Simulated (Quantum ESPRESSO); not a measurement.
# Carrying a functional's shift from two faces of Fe to a third

How the rows were computed: Quantum ESPRESSO 7.5 (pw.x, pp.x), GBRV ultrasoft files, cold smearing of 0.02 Ry; slabs at the tabulated lattice constant, relaxed under PBE by Ansatz 0.2.0; both functionals on the same atoms. Work functions in eV.

| face | area an atom (Å²) | PBE | LDA |
| --- | --- | --- | --- |
| (110) | 5.82 | 4.744 | 5.068 |
| (100) | 8.24 | 3.850 | 4.221 |
| (111) | 14.27 | 3.890 | withheld |

**Question.** What does LDA give for (111)?

By hand: The shifts from PBE are 5.068 − 4.744 = +0.324 eV and 4.221 − 3.850 = +0.371 eV, +0.347 eV in the mean. A rigid shift gives 3.890 + (+0.347) = 4.237 eV.

What the calculation gave: 4.255 eV; the estimate misses by −0.018 eV. The shift depends somewhat on the face. The measured value for this face is 4.81 eV (“Anisotropic work function of elemental crystals” (2019, arxiv:1902.07811)): PBE is off by −0.92 eV and LDA by −0.55 eV; other measurements of a face can differ by 0.1 to 0.2 eV. So large a miss may lie with the measured value or the ideal surface as well as with the functionals; this was not examined.

**Limits.** Thin, unreconstructed slabs; thickness and mesh leave some 0.05 to 0.1 eV open, which largely cancels in the shift.
